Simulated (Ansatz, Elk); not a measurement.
**YBPt2Rh: X-ray structure factors from the self-consistent density**

The structure of YBPt2Rh used here is made up (a known structure type with other elements) and was relaxed beforehand with PBE. The aim is the Fourier transform of its all-electron density, F(hkl), set beside the sum over free spherical atoms that refinements use.

Method: DFT, PBE, all-electron APW+lo, Dirac cores, scalar-relativistic bands, static density, no spin, in Elk 11.2.3 (patched build).

The structure was built from a prototype and need not be the compound's stable phase.

**1. The structure**

The structure is tetragonal, space group P4mm (No. 99). The conventional cell has a = 4.024 Å, b = 4.024 Å, c = 4.837 Å, α = 90.00°, β = 90.00°, γ = 90.00°. Nearest to Pt lie 2 B at 2.18 Å and 2 Rh at 2.82 Å and 4 Pt at 2.85 Å and 4 Y at 3.13 to 3.16 Å. Nearest to Rh lie 2 B at 2.02 to 2.82 Å and 4 Pt at 2.82 Å and 4 Y at 2.88 Å. Nearest to Y lie 4 Rh at 2.88 Å and 8 Pt at 3.13 to 3.16 Å and 4 B at 3.26 Å. B has 2 Rh at 2.02 to 2.82 Å and 4 Pt at 2.18 Å and 4 Y at 3.26 Å nearest. Farther neighbours are not listed.

**2. Ground state and structure factors**

An all-electron density is needed, since X-rays see the cores too. Task 0 finds the density and task 195 Fourier-transforms it; tshift is off so that phases refer to the origin typed.

The input, elk.in:

```
tasks
  0
  195

xctype
  20

spinpol
  .false.

rgkmax
  7.0

gmaxvr
  14.0

lmaxo
  7

lmaxapw
  8

swidth
  0.002

tshift
  .false.

ramdisk
  .false.

hmaxvr
  5.5

maxscl
  120

epspot
  1e-06

sppath
  './'

avec
  7.60454958587 0.00000000000 0.00000000000
  0.00000000000 7.60454958587 0.00000000000
  0.00000000000 0.00000000000 9.14075505609

atoms
  4
  'Pt.in'
  2
  0.5000000000 0.0000000000 0.5018743773   0.000000 0.000000 0.000000
  -0.0000000000 0.5000000000 0.5018743773   0.000000 0.000000 0.000000
  'Rh.in'
  1
  0.5000000000 0.5000000000 0.0941552951   0.000000 0.000000 0.000000
  'Y.in'
  1
  0.0000000000 0.0000000000 1.0050289808   0.000000 0.000000 0.000000
  'B.in'
  1
  0.5000000000 0.5000000000 0.6774669695   0.000000 0.000000 0.000000

ngridk
  6 6 5
```

The run is started by

```console
> OMP_NUM_THREADS=4 elk
```

Numbers of over 12 decimals in the logs are rounded to 6 here.

Output:

```text
┌─────────────────────────┐
│ Elk code version 11.2.3 │
└─────────────────────────┘

All units are atomic (Hartree, Bohr, etc.)

┌─────────────────────────────────────────────────┐
│ Ground-state run starting from atomic densities │
└─────────────────────────────────────────────────┘

Lattice vectors :
   7.604549586       0.000000000       0.000000000
   0.000000000       7.604549586       0.000000000
   0.000000000       0.000000000       9.140755056

Reciprocal lattice vectors :
  0.8262402968       0.000000000       0.000000000
   0.000000000      0.8262402968       0.000000000
   0.000000000       0.000000000      0.6873814328

Unit cell volume      :    528.6023183
Brillouin zone volume :   0.4692567642

Muffin-tin inner radius fraction :   0.1000000000E-01

Nuclei treated as point charges

Species : 1 (Pt)
 parameters loaded from : Pt.in
 name : platinum
 nuclear charge    :   -78.00000000
 electronic charge :    78.00000000
 atomic mass :    355605.4401
 muffin-tin radius :    2.584897050
 number of radial points in muffin-tin :   1393
 inner part over the whole radius :   0.9939028716E-02
 number on inner part of muffin-tin    :    998
 approximate nuclear radius :   0.1029052813E-03
 number of mesh points to nuclear radius :    525
 atomic positions (lattice), magnetic fields (Cartesian) :
  1 :   0.50000000  0.00000000  0.50187438    0.00000000  0.00000000  0.00000000
  2 :   0.00000000  0.50000000  0.50187438    0.00000000  0.00000000  0.00000000

Species : 2 (Rh)
 parameters loaded from : Rh.in
 name : rhodium
 nuclear charge    :   -45.00000000
 electronic charge :    45.00000000
 atomic mass :    187585.2511
 muffin-tin radius :    2.221136225
 number of radial points in muffin-tin :   1193
 inner part over the whole radius :   0.9987707352E-02
 number on inner part of muffin-tin    :    846
 approximate nuclear radius :   0.8524867730E-04
 number of mesh points to nuclear radius :    427
 atomic positions (lattice), magnetic fields (Cartesian) :
  1 :   0.50000000  0.50000000  0.09415530    0.00000000  0.00000000  0.00000000

Species : 3 (Y)
 parameters loaded from : Y.in
 name : yttrium
 nuclear charge    :   -39.00000000
 electronic charge :    39.00000000
 atomic mass :    162065.4503
 muffin-tin radius :    2.600000000
 number of radial points in muffin-tin :   1193
 inner part over the whole radius :   0.9871815862E-02
 number on inner part of muffin-tin    :    847
 approximate nuclear radius :   0.8135895711E-04
 number of mesh points to nuclear radius :    416
 atomic positions (lattice), magnetic fields (Cartesian) :
  1 :   0.00000000  0.00000000  0.00502898    0.00000000  0.00000000  0.00000000

Species : 4 (B)
 parameters loaded from : B.in
 name : boron
 nuclear charge    :   -5.000000000
 electronic charge :    5.000000000
 atomic mass :    19707.24742
 muffin-tin radius :    1.492266079
 number of radial points in muffin-tin :    593
 inner part over the whole radius :   0.9828040961E-02
 number on inner part of muffin-tin    :    402
 approximate nuclear radius :   0.4534157419E-04
 number of mesh points to nuclear radius :    163
 atomic positions (lattice), magnetic fields (Cartesian) :
  1 :   0.50000000  0.50000000  0.67746697    0.00000000  0.00000000  0.00000000

Total number of atoms per unit cell :    5
Total muffin-tin volume :    278.1352358
 ratio of muffin-tin to unit cell volume :   0.5261710480

Spin treatment :
 spin-unpolarised

Number of Bravais lattice symmetries :   16
Number of crystal symmetries         :    8
Crystal has no inversion symmetry
Complex Hermitian eigensolver will be used

k-point grid :      6     6     5
k-point offset :    0.000000000       0.000000000       0.000000000
k-point set is reduced with full crystal symmetry group
Total number of k-points :       50

Muffin-tin radius times maximum |G+k| :    7.000000000
 using average radius
Maximum |G+k| for APW functions       :    3.047931845
Maximum (1/2)|G+k|²                   :    4.644944266
[...]
(states/Hartree/unit cell)

Estimated indirect band gap :   0.9477789138E-03
 from k-point 12 to k-point 43
Estimated direct band gap   :   0.5440701900E-02
 at k-point 24

Charges :
 core                        :    154.0000000
 valence                     :    91.00000000
 interstitial                :    9.136228149
 muffin-tins (core leakage)
  species : 1 (Pt)
   atom 1                    :    76.11196009     (  0.5477617586E-03)
[...]
species : 2 (Rh)
[...]
species : 3 (Y)
[...]
species : 4 (B)
[...]
total in muffin-tins        :    235.8637719
 total calculated charge     :    244.9980309
 total charge                :    245.0000000
 error                       :   0.1969142522E-02

RMS change in Kohn-Sham potential (target) :    1.880001319     (  0.1000000000E-05)
Absolute change in total energy (target)   :    1.197166634     (  0.1000000000E-03)

[... loops 3 to 18 left out ...]

┌──────────────────┐
│ Loop number : 19 │
└──────────────────┘

Energies :
 Fermi                       :     0.371391
 sum of occupied eigenvalues :     -27526.991349838
 electron kinetic            :      50724.985950050
 core electron kinetic       :      48866.977852622
 Coulomb                     :     -94846.898450481
 Coulomb potential           :     -76987.214142911
 nuclear-nuclear             :     -4227.7684750434
 electron-nuclear            :     -104348.49813043
 Hartree                     :      13729.368154993
 Madelung                    :     -56353.291379025
 xc potential                :     -1264.7631569772
 exchange                    :     -953.31176315982
 correlation                 :     -14.161599996628
 electron entropic           :    -0.10338159733262E-02
 total energy                :     -45089.386897403

Density of states at Fermi energy :    79.15067848
 (states/Hartree/unit cell)

Estimated indirect band gap :   0.2158531003E-02
 from k-point 27 to k-point 30
Estimated direct band gap   :   0.9303737895E-02
 at k-point 27

Charges :
 core                        :    154.0000000
 valence                     :    91.00000000
 interstitial                :    8.091930145
 muffin-tins (core leakage)
  species : 1 (Pt)
[...]
species : 2 (Rh)
[...]
species : 3 (Y)
[...]
species : 4 (B)
[...]
total in muffin-tins        :    236.9080699
 total calculated charge     :    244.9980080
 total charge                :    245.0000000
 error                       :   0.1991953813E-02

RMS change in Kohn-Sham potential (target) :   0.2243883619E-06 (  0.1000000000E-05)
Absolute change in total energy (target)   :   0.4933786113E-04 (  0.1000000000E-03)

Convergence targets achieved

┌──────────────────┐
│ Loop number : 20 │
└──────────────────┘

Energies :
 Fermi                       :     0.371391
 sum of occupied eigenvalues :     -27526.991350629
 electron kinetic            :      50724.985949266
 core electron kinetic       :      48866.977849949
 Coulomb                     :     -94846.898449216
 Coulomb potential           :     -76987.214141209
 nuclear-nuclear             :     -4227.7684750434
 electron-nuclear            :     -104348.49812981
 Hartree                     :      13729.368155635
 Madelung                    :     -56353.291378612
 xc potential                :     -1264.7631586858
 exchange                    :     -953.31176329728
 correlation                 :     -14.161599994700
 electron entropic           :    -0.10338159106303E-02
 total energy                :     -45089.386897058

Density of states at Fermi energy :    79.15067069
 (states/Hartree/unit cell)

Estimated indirect band gap :   0.2158540544E-02
 from k-point 37 to k-point 30
Estimated direct band gap   :   0.9303738628E-02
 at k-point 37

Charges :
 core                        :    154.0000000
 valence                     :    91.00000000
 interstitial                :    8.091929985
 muffin-tins (core leakage)
  species : 1 (Pt)
[...]
species : 2 (Rh)
   atom 1                    :    43.02521770     (  0.8069164892E-07)
  species : 3 (Y)
   atom 1                    :    36.82737565     (  0.8651356158E-05)
  species : 4 (B)
   atom 1                    :    3.218441371     (  0.5618455803E-03)
 total in muffin-tins        :    236.9080700
 total calculated charge     :    244.9980080
 total charge                :    245.0000000
 error                       :   0.1991953793E-02

┌──────────────────────────────┐
│ Self-consistent loop stopped │
└──────────────────────────────┘

Warning : core states of species 1 leak from the muffin-tin :   0.4893071438E-03

Warning : core states of species 4 leak from the muffin-tin :   0.5618455803E-03

Wrote STATE.OUT
```

The job ended after 75 s (4 threads of Intel Xeon Platinum 8488C (Sapphire Rapids), shared host; peak memory 0.24 GiB).

SFACRHO.OUT:

```text

h k l indices transformed by vhmat matrix:
   1.000000000       0.000000000       0.000000000    
   0.000000000       1.000000000       0.000000000    
   0.000000000       0.000000000       1.000000000    

      h      k      l  multipl.   |H|            Re(F)            Im(F)           |F|

      0      0      0      1   0.0000000       245.00000     -0.31967273E-16   245.00000    
      0      0      1      1  0.68738143      -79.393126       18.938260       81.620623    
      0      0     -1      1  0.68738143      -79.393126      -18.938260       81.620623    
      1      0      0      4  0.82624030      -10.169276      0.13731020E-13   10.169276    
      0     -1     -1      4   1.0747866       1.9109108       17.271102       17.376494    
      0      1      1      4   1.0747866       1.9109108      -17.271102       17.376494    
      1      1      0      4   1.1684802      -64.016608      0.73859499E-14   64.016608    
     -1     -1     -1      4   1.3556693       190.31454      -19.864170       191.34840    
     -1      1      1      4   1.3556693       190.31454       19.864170       191.34840    
      0      0      2      1   1.3747629       172.97261       40.117001       177.56378    
      0      0     -2      1   1.3747629       172.97261      -40.117001       177.56378    
     -1      0      2      4   1.6039470       17.590253      -31.164736       35.786279    
      0      1     -2      4   1.6039470       17.590253       31.164736       35.786279    
      2      0      0      4   1.6524806       188.44027     -0.24017484E-13   188.44027    
      0     -2     -1      4   1.7897445      -68.025857      -15.348566       69.735900    
      0     -2      1      4   1.7897445      -68.025857       15.348566       69.735900    
     -1     -1      2      4   1.8042503      -82.568707       30.180285       87.911552    
     -1     -1     -2      4   1.8042503      -82.568707      -30.180285       87.911552
```

Elk indexes on the primitive cell of elk.in and gives |H| = 4π sin θ/λ in inverse bohr. Below, one row stands for each form hkl of the conventional cell (m members, Friedel mates merged), F is for one primitive cell and the density is static (no thermal factor). Free-atom factors are Waasmaier and Kirfel's, and R is Σm||F|−|F'||/Σm|F|.

```csv
hkl,m,sin θ/λ (Å⁻¹),"abs F, DFT",neutral atoms,diff.,abs of complex diff.
001,2,0.103,81.621,82.018,-0.397,0.398
100,4,0.124,10.169,10.068,+0.101,0.101
101,8,0.162,17.376,17.626,-0.249,0.252
110,4,0.176,64.017,64.313,-0.296,0.296
111,8,0.204,191.349,192.042,-0.693,0.719
002,2,0.207,177.564,178.189,-0.625,0.636
102,8,0.241,35.786,35.819,-0.033,0.139
200,4,0.248,188.440,189.081,-0.641,0.641
201,8,0.269,69.736,69.962,-0.226,0.249
112,8,0.271,87.912,88.344,-0.432,0.433
210,8,0.278,6.403,6.519,-0.117,0.117
211,16,0.296,14.650,14.694,-0.045,0.185
003,2,0.310,97.733,98.114,-0.381,0.381
202,8,0.323,152.854,153.104,-0.249,0.253
103,8,0.334,39.505,39.396,+0.109,0.161
212,16,0.346,30.258,30.291,-0.033,0.085
220,4,0.351,164.767,164.785,-0.018,0.018
113,8,0.356,133.924,134.111,-0.187,0.210
```

**3. The highest occupied states alone**

An energy window below the Fermi level keeps the highest occupied states, to see at which angles they scatter; shallow core shells can lie inside it and anion s states outside. No new self-consistency is needed.

elk.in, as its differences from that of step 2:

```diff
@@ -1,3 +1,2 @@
 tasks
-  0
   195
@@ -40,2 +39,5 @@
 
+wsfac
+  0.003900 0.671390
+
 sppath
```

The run is started by

```console
> OMP_NUM_THREADS=4 elk
```

Output:

```text
┌─────────────────────────────────┐
│ Elk code version 11.2.3 started │
└─────────────────────────────────┘

Info(readinput): the functional depends on the density's gradient
 muffin-tin radial points multiplied by    2.00000
 (not where nrmtscf is given)

┌────────────────────┐
│ Current task : 195 │
└────────────────────┘
Info(checkmt): changed muffin-tin radius of species 1 (Pt) from   2.8000 to   2.5849
Info(checkmt): changed muffin-tin radius of species 2 (Rh) from   2.6000 to   2.2211
Info(checkmt): changed muffin-tin radius of species 4 (B) from   1.8000 to   1.4923

Info(sfacrho): density structure factors written to SFACRHO.OUT

 Energy window :   0.3900000000E-02  0.6713900000

┌──────────────────┐
│ Elk code stopped │
└──────────────────┘
```

Wall time 10 s (4 threads); peak memory 0.16 GiB; 16 s of CPU time.

States within 10 eV below the Fermi level hold 34.59 electrons; any levels below the window count with the cores, and a count that is not whole means the window cuts a band. Their amplitudes can exceed the total, where window and core parts have opposite phase:

```csv
hkl,sin θ/λ (Å⁻¹),"abs F, window","abs F, all"
001,0.103,8.776,81.621
100,0.124,6.997,10.169
101,0.162,3.502,17.376
110,0.176,3.119,64.017
111,0.204,8.894,191.349
002,0.207,7.818,177.564
102,0.241,2.585,35.786
200,0.248,6.441,188.440
201,0.269,1.721,69.736
112,0.271,2.839,87.912
```

**4. Another functional**

The difference from free atoms is small, so it is set against the change that LDA (Perdew-Wang) makes.

elk.in, as its differences from that of step 3:

```diff
@@ -1,2 +1,3 @@
 tasks
+  0
   195
@@ -4,3 +5,3 @@
 xctype
-  20
+  3
 
@@ -39,5 +40,2 @@
 
-wsfac
-  0.003900 0.671390
-
 sppath
```

The run is started by

```console
> OMP_NUM_THREADS=4 elk
```

Output:

```text
┌─────────────────────────┐
│ Elk code version 11.2.3 │
└─────────────────────────┘

All units are atomic (Hartree, Bohr, etc.)

┌─────────────────────────────────────────────────┐
│ Ground-state run starting from atomic densities │
└─────────────────────────────────────────────────┘

Lattice vectors :
   7.604549586       0.000000000       0.000000000
   0.000000000       7.604549586       0.000000000
   0.000000000       0.000000000       9.140755056

Reciprocal lattice vectors :
  0.8262402968       0.000000000       0.000000000
[...]
species : 3 (Y)
   atom 1                    :    36.83918483     (  0.3840650180E-05)
  species : 4 (B)
   atom 1                    :    3.218567145     (  0.6028219904E-03)
 total in muffin-tins        :    236.9221259
 total calculated charge     :    244.9979823
 total charge                :    245.0000000
 error                       :   0.2017702358E-02

┌──────────────────────────────┐
│ Self-consistent loop stopped │
└──────────────────────────────┘

Warning : core states of species 1 leak from the muffin-tin :   0.4827632185E-03

Warning : core states of species 4 leak from the muffin-tin :   0.6028219904E-03

Wrote STATE.OUT
[key lines of the parts left out:]
total energy                :     -45060.255191312
```

Run time: 49 s. Hardware: 4 threads; peak memory 0.17 GiB.

Against the first run R = 0.02 %; the largest change is -0.044 at 620.

**5. Basis size**

The basis and the expansions that go with it are enlarged, to see whether the differences are converged.

elk.in, as its differences from that of step 4:

```diff
@@ -5,3 +5,3 @@
 xctype
-  3
+  20
 
@@ -11,12 +11,12 @@
 rgkmax
-  7.0
+  8.5
 
 gmaxvr
-  14.0
+  18.0
 
 lmaxo
-  7
+  9
 
 lmaxapw
-  8
+  10
```

The run is started by

```console
> OMP_NUM_THREADS=4 elk
```

Output:

```text
┌─────────────────────────┐
│ Elk code version 11.2.3 │
└─────────────────────────┘

All units are atomic (Hartree, Bohr, etc.)

┌─────────────────────────────────────────────────┐
│ Ground-state run starting from atomic densities │
└─────────────────────────────────────────────────┘

Lattice vectors :
   7.604549586       0.000000000       0.000000000
   0.000000000       7.604549586       0.000000000
   0.000000000       0.000000000       9.140755056

Reciprocal lattice vectors :
  0.8262402968       0.000000000       0.000000000
[...]
species : 3 (Y)
   atom 1                    :    36.83088059     (  0.8654284041E-05)
  species : 4 (B)
   atom 1                    :    3.232603133     (  0.5633051187E-03)
 total in muffin-tins        :    236.9679225
 total calculated charge     :    244.9984780
 total charge                :    245.0000000
 error                       :   0.1521976421E-02

┌──────────────────────────────┐
│ Self-consistent loop stopped │
└──────────────────────────────┘

Warning : core states of species 1 leak from the muffin-tin :   0.4897842519E-03

Warning : core states of species 4 leak from the muffin-tin :   0.5633051187E-03

Wrote STATE.OUT
[key lines of the parts left out:]
total energy                :     -45089.419714526
```

Elapsed: 3.1 min, on 4 threads; peak memory 0.43 GiB; 11 min of CPU time.

Against the first run R = 0.01 %; the largest change is +0.020 at 200.

**6. Settings against the effect**

```csv
run,R against the first run (%),"R against neutral atoms, low angle (%)",wall time
"PBE, rgkmax 7",0.00,0.41,75 s
LDA (Perdew-Wang),0.02,0.42,49 s
rgkmax 8.5 with larger expansions,0.01,0.41,3.1 min
```

**7. Results**

| Quantity | Value |
| --- | --- |
| R against neutral atoms, sin θ/λ < 0.3 Å⁻¹ | 0.41 % |
| R against neutral atoms, 0.3 to 0.83 Å⁻¹ | 0.18 % |

Independent neutral atoms miss the calculated amplitudes by R = 0.41 % below 0.3 Å⁻¹ and 0.18 % from there to 0.83 Å⁻¹; by shells, 0.59 % below 0.15 Å⁻¹ (2 forms), 0.40 % 0.15 to 0.3 (10 forms), 0.18 % 0.3 to 0.45 (20 forms), 0.18 % above 0.45 (112 forms). Bonding, aspherical density and the tables' own atoms all enter these figures, and the runs don't part them. The largest change of an amplitude is -0.69 electrons, at 111. R counts amplitudes alone; phases shift too. The window's part falls from 34.6 electrons at the origin to at most 0.55 between 0.45 and 0.83 Å⁻¹. Below 0.3 Å⁻¹ the changes that finished (LDA (Perdew-Wang) and rgkmax 8.5 with larger expansions) move F by R = 0.01 % at most, against the 0.41 % that separates it from free atoms. The k-mesh has no finished test. These runs have no spin, though d or f shells may be open. Spin-orbit coupling is left out, which can matter for elements this heavy. Part of the difference isn't bonding: the tables are fits to free atoms and ions calculated by other methods than this functional. Thermal motion, anomalous dispersion and extinction are left out.

[Logs are printed without paths, hosts, clocks, repeated set-up lines and the standing remarks that a program may print on its own settings, such as how far it seeks lower states.]

[Hosts, paths, dates, database ids (printed as entryN), source tags and the programs' standing remarks are cut or masked in the printed files.]
